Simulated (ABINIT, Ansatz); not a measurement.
# KAg (Pm-3m): zone-centre phonons, part 2 of 2

Wanted: the vibrations of KAg (Pm-3m) at Γ, by two programs.

ABINIT 10.8.3; DFT LDA, scalar-relativistic, plane waves, PseudoDojo norm-conserving pseudopotentials.

So far. Step 3 (Self-consistent run for the response): The cell stands at -0.21 GPa: the relaxation ran with a smoothed and higher cutoff, and the difference is a stress of the finite basis. Step 4 (Linear response at Γ): The acoustic modes at Γ come out as far as 7.7 cm⁻¹ from zero, where they should vanish, a small numerical error. The relaxed cell has a = 3.852 Å (conventional setting).

The structure was built from a prototype and need not be the compound's stable phase.

## (5) Zone-centre analysis

anaddb reads the merged derivatives and imposes the acoustic sum rule.

anaddb.abi reads:

```
ddb_filepath "gamma_DDB"
output_file "anaddb.abo"
outdata_prefix "anaddb"
asr 1
chneut 1
enunit 2
eivec 1
nph1l 1
qph1l 0.0 0.0 0.0 1.0
```

mrgddb.in reads:

```
gamma_DDB
merged
2
dfpt_gammao_DDB
gso_DDB
```

Command:

```console
mrgddb < mrgddb.in > mrgddb.log
OMP_NUM_THREADS=1 anaddb anaddb.abi > anaddb.log
```

anaddb.abo, the main output file:

```text
-outvars_anaddb: echo values of input variables ----------------------

 Miscellaneous information :
      enunit         2
       eivec         1
         asr         1
 First list of wavevector (reduced coord.) :
       nph1l         1
       qph1l
                     0.00000000E+00  0.00000000E+00  0.00000000E+00    1.000E+00

================================================================================

 read the DDB information and perform some checks

  ==== Info on the Cryst% object ====
 Real(R)+Recip(G) space primitive vectors, cartesian coordinates (Bohr,Bohr^-1):
 R(1)=  7.2784569  0.0000000  0.0000000  G(1)=  0.1373918  0.0000000  0.0000000
 R(2)=  0.0000000  7.2784569  0.0000000  G(2)=  0.0000000  0.1373918  0.0000000
 R(3)=  0.0000000  0.0000000  7.2784569  G(3)=  0.0000000  0.0000000  0.1373918
 Unit cell volume ucvol=  3.8558306E+02 bohr^3
 Angles (23,13,12)=  9.00000000E+01  9.00000000E+01  9.00000000E+01 degrees
 Time-reversal symmetry is present
 Reduced atomic positions [iatom, xred, symbol]:
    1)    0.5000000  0.5000000  0.5000000   K
    2)    0.0000000  0.0000000  0.0000000  Ag

 DDB file with 3 blocks has been read.

================================================================================

 Treat the first list of vectors

  Phonon wavevector (reduced coordinates) :  0.00000  0.00000  0.00000
 Phonon energies in Hartree :
   0.000000E+00  0.000000E+00  0.000000E+00  5.327873E-04  5.327873E-04
   5.327873E-04
 Phonon energies in meV     :
-  0.000000E+00  0.000000E+00  0.000000E+00  1.449788E+01  1.449788E+01
-  1.449788E+01
 Phonon frequencies in cm-1    :
-  0.000000E+00  0.000000E+00  0.000000E+00  1.169333E+02  1.169333E+02
-  1.169333E+02
 Phonon frequencies in Thz     :
-  0.000000E+00  0.000000E+00  0.000000E+00  3.505572E+00  3.505572E+00
-  3.505572E+00
 Phonon energies in Kelvin  :
-  0.000000E+00  0.000000E+00  0.000000E+00  1.682409E+02  1.682409E+02
-  1.682409E+02

 Eigendisplacements
 (will be given, for each mode : in cartesian coordinates
   for each atom the real part of the displacement vector,
   then the imaginary part of the displacement vector - absolute values smaller than 1.0d-7 are set to zero)
  Mode number    1   Energy    0.000000E+00
 Attention : low frequency mode.
   (Could be unstable or acoustic mode)
-  1  0.00000000E+00  0.00000000E+00  1.93201558E-03
-     0.00000000E+00  0.00000000E+00  0.00000000E+00
-  2  0.00000000E+00  0.00000000E+00  1.93201648E-03
-     0.00000000E+00  0.00000000E+00  0.00000000E+00
  Mode number    2   Energy    0.000000E+00
 Attention : low frequency mode.
   (Could be unstable or acoustic mode)
-  1  0.00000000E+00 -1.93201558E-03  0.00000000E+00
-     0.00000000E+00  0.00000000E+00  0.00000000E+00
-  2  0.00000000E+00 -1.93201648E-03  0.00000000E+00
-     0.00000000E+00  0.00000000E+00  0.00000000E+00
  Mode number    3   Energy    0.000000E+00
 Attention : low frequency mode.
   (Could be unstable or acoustic mode)
-  1  1.93201558E-03  0.00000000E+00  0.00000000E+00
-     0.00000000E+00  0.00000000E+00  0.00000000E+00
-  2  1.93201648E-03  0.00000000E+00  0.00000000E+00
-     0.00000000E+00  0.00000000E+00  0.00000000E+00
  Mode number    4   Energy    5.327873E-04
-  1  0.00000000E+00  0.00000000E+00  3.20906568E-03
-     0.00000000E+00  0.00000000E+00  0.00000000E+00
-  2  0.00000000E+00  0.00000000E+00 -1.16316907E-03
-     0.00000000E+00  0.00000000E+00  0.00000000E+00
  Mode number    5   Energy    5.327873E-04
-  1  0.00000000E+00  3.20906568E-03  0.00000000E+00
-     0.00000000E+00  0.00000000E+00  0.00000000E+00
-  2  0.00000000E+00 -1.16316907E-03  0.00000000E+00
-     0.00000000E+00  0.00000000E+00  0.00000000E+00
  Mode number    6   Energy    5.327873E-04
-  1  3.20906568E-03  0.00000000E+00  0.00000000E+00
-     0.00000000E+00  0.00000000E+00  0.00000000E+00
-  2 -1.16316907E-03  0.00000000E+00  0.00000000E+00
-     0.00000000E+00  0.00000000E+00  0.00000000E+00

 Analysis of degeneracies and characters (maximum tolerance=1.00E-06 a.u.)
 For each vibration mode, or group of modes if degenerate,
 the characters are given for each symmetry operation (see the list in the log file).
 Symmetry characters of vibration mode #   1
       degenerate with vibration modes #   2 to    3
  3.0 -3.0 -1.0  1.0 -1.0  1.0 -1.0  1.0  1.0 -1.0 -1.0  1.0  1.0 -1.0 -1.0  1.0
  0.0 -0.0  0.0 -0.0 -0.0  0.0 -0.0  0.0  1.0 -1.0 -1.0  1.0 -1.0  1.0  1.0 -1.0
  0.0 -0.0 -0.0  0.0 -0.0  0.0  0.0 -0.0  1.0 -1.0  1.0 -1.0 -1.0  1.0 -1.0  1.0
 Symmetry characters of vibration mode #   4
       degenerate with vibration modes #   5 to    6
  3.0 -3.0 -1.0  1.0 -1.0  1.0 -1.0  1.0  1.0 -1.0 -1.0  1.0  1.0 -1.0 -1.0  1.0
  0.0 -0.0  0.0 -0.0 -0.0  0.0 -0.0  0.0  1.0 -1.0 -1.0  1.0 -1.0  1.0  1.0 -1.0
  0.0 -0.0 -0.0  0.0 -0.0  0.0  0.0 -0.0  1.0 -1.0  1.0 -1.0 -1.0  1.0 -1.0  1.0
-
```

Run time: 0.49 s. Hardware: 1 thread of Arm Neoverse V1, shared host.

Numbers from this step:

* highest optical zone-centre mode (no LO-TO term): 116.9 cm⁻¹
* lowest optical zone-centre mode: 116.9 cm⁻¹

No LO-TO term; unit eigenvectors of the mass-weighted matrix, from anaddb's displacements. The modes at Γ (shares of kinetic energy by element, %):

| mode | frequency (cm⁻¹) | symmetry | K % | Ag % |
| --- | --- | --- | --- | --- |
| 1 | 0.0 | acoustic | 27 | 73 |
| 2 | 0.0 | acoustic | 27 | 73 |
| 3 | 0.0 | acoustic | 27 | 73 |
| 4 | 116.9 | T1u | 73 | 27 |
| 5 | 116.9 | T1u | 73 | 27 |
| 6 | 116.9 | T1u | 73 | 27 |

Displacements in mode 4 (116.9 cm⁻¹), the largest set to 1:
```
K1   0.00  0.00  1.00
Ag2  0.00  0.00 -0.36
```

The rule also moves an optical mode by 0.8 cm⁻¹.

## (6) Cross-check with Ansatz

A second program on the same cell, potentials, cutoff and meshes tests the implementation of the phonon response, not its convergence.

This step: DFT LDA, scalar-relativistic, plane waves, PseudoDojo norm-conserving pseudopotentials (Ansatz 0.2.0).

input.yaml reads:

```yaml
crystal:
  lattice:
    - [3.8515935328, 0.0, 0.0]
    - [0.0, 3.8515935328, 0.0]
    - [0.0, 0.0, 3.8515935328]
  atoms:
    - { symbol: K, position: [0.5, 0.5, 0.5] }
    - { symbol: Ag, position: [0.0, 0.0, 0.0] }
kpoints:
  mp_grid: { grid: [8, 8, 8] }
hamiltonian:
  xc: lda
  pseudopotentials: { kind: nc, accuracy: standard }
scf:
  occupations: { method: gaussian, width: 0.27211 }
output:
  eigenvalues: true
basis:
  ecutwfc: 1061.244
phonons:
  method: dfpt
```

Command:

```console
ansatz run input.yaml --threads 4 --pin off --max-ram 8192MiB --backend cpu --events-out ev --progress --plain --runs-dir out
```

Output:

```text
Warning: basis.ecutwfc = 1061.244 eV is below the records' recommended 1170.089609 eV, and the density's cutoff is lower with it unless basis.ecutrho_ratio is high enough to keep the records' density cutoff: compare with a run at a higher cutoff
Engine: ansatz 0.2.0, aarch64-unknown-linux-gnu
Pseudopotentials: kind: nc
Pseudopotential: K, nc, valence charge 9, recommended cutoff 979.609905 eV (normal), K.nc.azcp (PseudoDojo's, or run here from an input of PseudoDojo's; its table is named by hamiltonian.pseudopotentials.accuracy)
Pseudopotential: Ag, nc, valence charge 19, recommended cutoff 1170.089609 eV (normal), Ag.nc.azcp (PseudoDojo's, or run here from an input of PseudoDojo's; its table is named by hamiltonian.pseudopotentials.accuracy)
Functional definition: SPW92
  exchange = slater_x
  correlation = pw_c
Crystal: 2 atoms, lattice volume = 57.138 Å³
Basis set: ecut = 1061.244 eV, 4457 PW (Γ), exchange–correlation on 90×90×90 points (8 copies of the dense FFT grid, shifted against one another)
Bands: 18, of which v1, the nominal top of the filled ones, is band 14 counted from 1 (13 counted from 0)
Symmetry: 48 space group operations
k-points: 75 of 512 (irreducible under 8 space group operations, time reversal used)
Non-local potential: K, projectors of the file, l = 0: 2, l = 1: 2, l = 2: 2
Non-local potential: Ag, projectors of the file, l = 0: 2, l = 1: 2, l = 2: 2
Initial density: superposition of atomic densities (chi_scale 0.1, normalization cell, long waves kept (reshape's long-wave potential 0.00 eV rms))
Initial wavefunctions: pseudopotential atomic-orbital guess
Functional: x = slater, c = lda
SCF iter   1: F=—  HF=-5032.958664 eV  |F-HF|=—  |Δ(HF+E_count)|=         —  Δρ=1.03e-1  dr2=7.98e0  ethr=3.10e-3  ⟨swp⟩=7.5  Hψ=8341  notcnv=0
preconditioner: auto → Kerker (q_TF=auto, 2.423 Å⁻¹)  [metal: Δε(μ)=0.046 eV  Ē_g=9.827 eV  σ=0.272 eV  W_gap=0.09  n_scr=18 (ndim 8)  ℏωp=20.8 eV  f_vac=0.000  D(μ)=0.54/eV (n_scr^D=0)]
SCF iter   2: F=—  HF=-5031.299944 eV  |F-HF|=—  |Δ(HF+E_count)|=    1.66e0  Δρ=2.59e-2  dr2=3.15e-1  ethr=3.10e-3  ⟨swp⟩=3.0  Hψ=3477  notcnv=0
SCF iter   3: F=—  HF=-5031.203804 eV  |F-HF|=—  |Δ(HF+E_count)|=   9.61e-2  Δρ=1.17e-2  dr2=1.33e-1  ethr=1.13e-3  ⟨swp⟩=1.4  Hψ=2180  notcnv=0
SCF iter   4: F=—  HF=-5031.141542 eV  |F-HF|=—  |Δ(HF+E_count)|=   6.23e-2  Δρ=3.17e-3  dr2=1.20e-2  ethr=4.74e-4  ⟨swp⟩=2.2  Hψ=2159  notcnv=0
SCF iter   5: F=—  HF=-5031.136655 eV  |F-HF|=—  |Δ(HF+E_count)|=   4.89e-3  Δρ=1.13e-3  dr2=8.31e-4  ethr=4.29e-5  ⟨swp⟩=2.1  Hψ=2541  notcnv=0
SCF iter   6: F=—  HF=-5031.136604 eV  |F-HF|=—  |Δ(HF+E_count)|=   5.08e-5  Δρ=2.54e-4  dr2=3.79e-5  ethr=2.97e-6  ⟨swp⟩=2.1  Hψ=2175  notcnv=0
SCF iter   7: F=—  HF=-5031.136610 eV  |F-HF|=—  |Δ(HF+E_count)|=   5.53e-6  Δρ=5.21e-5  dr2=1.36e-6  ethr=1.35e-7  ⟨swp⟩=2.3  Hψ=2178  notcnv=0
SCF iter   8: F=—  HF=-5031.136519 eV  |F-HF|=—  |Δ(HF+E_count)|=   9.12e-5  Δρ=1.07e-5  dr2=9.12e-8  ethr=4.85e-9  ⟨swp⟩=2.5  Hψ=2185  notcnv=0
SCF iter   9: F=—  HF=-5031.136519 eV  |F-HF|=—  |Δ(HF+E_count)|=   1.57e-8  Δρ=2.00e-6  dr2=2.99e-9  ethr=3.26e-10  ⟨swp⟩=2.2  Hψ=1939  notcnv=0
SCF iter  10: F=—  HF=-5031.136519 eV  |F-HF|=—  |Δ(HF+E_count)|=  3.66e-10  Δρ=3.74e-7  dr2=5.66e-11  ethr=1.07e-11  ⟨swp⟩=2.2  Hψ=2227  notcnv=0
SCF iter  11: F=-5031.136519 eV  HF=-5031.136519 eV  |F-HF|=1.82e-12  |Δ(HF+E_count)|=  2.27e-11  Δρ=5.97e-8  dr2=1.21e-12  ethr=1.00e-12  ⟨swp⟩=9.6  Hψ=8990  notcnv=0
SCF 1 converged in 11 iterations: F = -5031.136519 eV  dr2 = 1.21e-12
DFPT response loops at Γ: preconditioner auto → Kerker (q_TF=auto, 2.423 Å⁻¹) (partly filled bands, converged f_vac=0.002); β = 1.00, the filter's whole step (`scf.mixing.beta` (0.50) is not read by the response loops under this deck's `scf.mixing.preconditioner`; to damp them name `kerker` or `kerker_dos`, under which they read `scf.mixing.beta`, and type it under 1.00, their step now; both keys bind the ground state too); Broyden in place of MSR1
SCF converged after 11 iterations
Free energy (F): -5031.136519 eV
Harris-Foulkes:  -5031.136519 eV  (|F-HF|=1.82e-12)
Internal energy: -5031.124539 eV  (E = F + TS)
E sigma→0 (E₀):  -5031.130529 eV
Entropy (-TS):   -0.011980 eV (-5.990 meV/atom)
Fermi energy:    7.463872 eV
--- Per-component energies (eV) ---
  E_band       = -488.362724
  E_kinetic    = 1718.260425
  E_local      = -4729.101612  (includes V_loc(G=0)·N_el)
  E_nonlocal   = 55.172735
  E_hartree    = 1576.461211
  E_xc         = -794.961697
  E_vxc        = -685.616706  (∫ρ·V_xc dr)
  E_ewald      = -2856.955601
  E_smearing   = -0.011980  (= −TS)
  E_closure    = 0.000000  (closes the sum)
  Σ components = -5031.136519   (vs F -5031.136519, Δ=0.00e0)
--- Band table (eV; the first three rows and the last of 75) ---
  k-point 0: bands = [... 10 lower, 3.4174, 3.7554, 3.7554, 3.7554, 11.8691, 11.8691, 13.9082, 13.9082]
  k-point 1: bands = [... 10 lower, 3.6235, 3.7417, 3.7417, 3.7598, 11.2971, 11.8896, 13.5760, 13.5760]
  k-point 2: bands = [... 10 lower, 3.7094, 3.7094, 3.7708, 4.2334, 9.8324, 11.9429, 13.0268, 13.0268]
  k-point 74: bands = [... 10 lower, 3.5175, 3.9850, 3.9850, 8.9067, 8.9067, 8.9067, 9.5625, 14.6693]
--- Phonons (Γ-DFPT): 2 representative perturbations + reference, on 75 of 512 k-points (Σ response iterations 6) ---
  k mesh reduced under 8 symmetry operations, with k and −k counted as one. Each operation leaves every solved perturbation unchanged. A smaller set is not used because it would not reduce the number of displacements times k-points to solve
  ASR residual: 1.279e-4 → 0.000e0 eV/Å²; symmetrization residual: 5.699e-6 eV/Å²
  ASR residual per site (eV/Å²): 2.71e-6 1.28e-4
  Γ frequencies (cm⁻¹): 0.00 0.00 0.00 116.96 116.96 116.96
  non-analytic LO–TO correction: not included (Born effective charges unavailable; polar crystals: no LO–TO splitting at Γ)
```

Wall time 19 s (4 threads); peak memory 0.96 GiB; 76 s of CPU time.

Read from the output:

```
sum-rule residual before enforcement             : 1.28e-4 eV/Å²
highest optical zone-centre mode (no LO-TO term) : 117.0 cm⁻¹
lowest optical zone-centre mode                  : 117.0 cm⁻¹
```

## (7) The two compared: ABINIT PseudoDojo and Ansatz, PseudoDojo

Worked out from the results:

- root-mean-square difference: 0.03 cm⁻¹
- largest difference: 0.03 cm⁻¹

Frequencies side by side, by row:

| q (reciprocal lattice) | mode | ABINIT PseudoDojo (cm⁻¹) | Ansatz, PseudoDojo (cm⁻¹) |
| --- | --- | --- | --- |
| 0 0 0 | 1 | 0 | 0 |
| 0 0 0 | 2 | 0 | 0 |
| 0 0 0 | 3 | 0 | 0 |
| 0 0 0 | 4 | 116.9 | 117 |
| 0 0 0 | 5 | 116.9 | 117 |
| 0 0 0 | 6 | 116.9 | 117 |

At the zone centre the largest difference (acoustic modes at Γ apart) is 0.03 % of the highest mode.

## (8) Summary of results

```json
{
 "space group after relaxation": "Pm-3m",
 "volume per atom": "28.6 Å³",
 "highest optical zone-centre mode (no LO-TO term)": "116.9 cm⁻¹",
 "imaginary optical modes at the zone centre (no q mesh in this session)": "none",
 "largest difference from Ansatz, PseudoDojo": "0.03 cm⁻¹"
}
```

At the LDA level the optical modes of KAg (Pm-3m) at the zone centre lie at 117 cm⁻¹. ABINIT PseudoDojo and Ansatz, PseudoDojo agree to 0.03 cm⁻¹ (0.03 % of the highest mode compared) on all solved modes but the acoustic ones at Γ, without the LO-TO term. These are harmonic frequencies at zero temperature: anharmonic shifts and linewidths and thermal expansion are left out. In a metal the frequencies hang on the k mesh and the smearing, most of all near Kohn anomalies. Ansatz warns that the cutoff lies 9 % under the one recommended for these files; agreement at one cutoff is not convergence. The structure is a hypothetical one, built on a prototype.

[Host names and launcher messages were left out of these logs when they were recorded.]

[Logs are printed without paths, hosts, clocks, repeated set-up lines and the standing remarks that a program may print on its own settings, such as how far it seeks lower states.]

[Hosts, paths, dates, database ids (printed as entryN), source tags and the programs' standing remarks are cut or masked in the printed files.]
